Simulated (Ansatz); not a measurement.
Rows from a G0W0 calculation on InSe (R3m) (Ansatz 0.2.0; G0W0 on r2SCAN, plane waves, PAW; 4×4×4 mesh, 480 empty bands, screening to 150 eV), in eV. Spin-orbit coupling is left out.

| row | k | band | start | Σx | Σc at the solution | Vxc |
| --- | --- | --- | --- | --- | --- | --- |
| A | (-0.500, -0.500, -0.500) | c2 | 9.905 | -8.097 | -4.091 | -12.249 |
| B | (-0.500, -0.500, -0.500) | c1 | 8.112 | -10.253 | -3.417 | -13.701 |
| C | (-0.500, -0.500, -0.500) | v2 | 6.079 | -18.316 | 1.655 | -16.187 |
| D | (-0.500, -0.500, -0.500) | v1 | 7.299 | -16.325 | 0.751 | -15.122 |

**Question.** Work out each quasiparticle level and how far it moved.

The quasiparticle equation reads E = start + Σx + Σc(E) − Vxc.

| row | E (eV) | shift (eV) |
| --- | --- | --- |
| A | 9.966 | +0.061 |
| B | 8.144 | +0.032 |
| C | 5.606 | −0.474 |
| D | 6.846 | −0.452 |

The gap over the computed points goes from 0.81 eV to 1.30 eV.

Limits: not at the basis limit; no spin-orbit coupling.

[Runs of the session that timed out or met a known fault of the program may be left out.]

[Cells called generated may have been cut or substituted from an entry of the Crystallography Open Database or the Materials Project.]

[Hosts, paths, dates, database ids (printed as entryN), source tags and the programs' standing remarks are cut or masked in the printed files.]
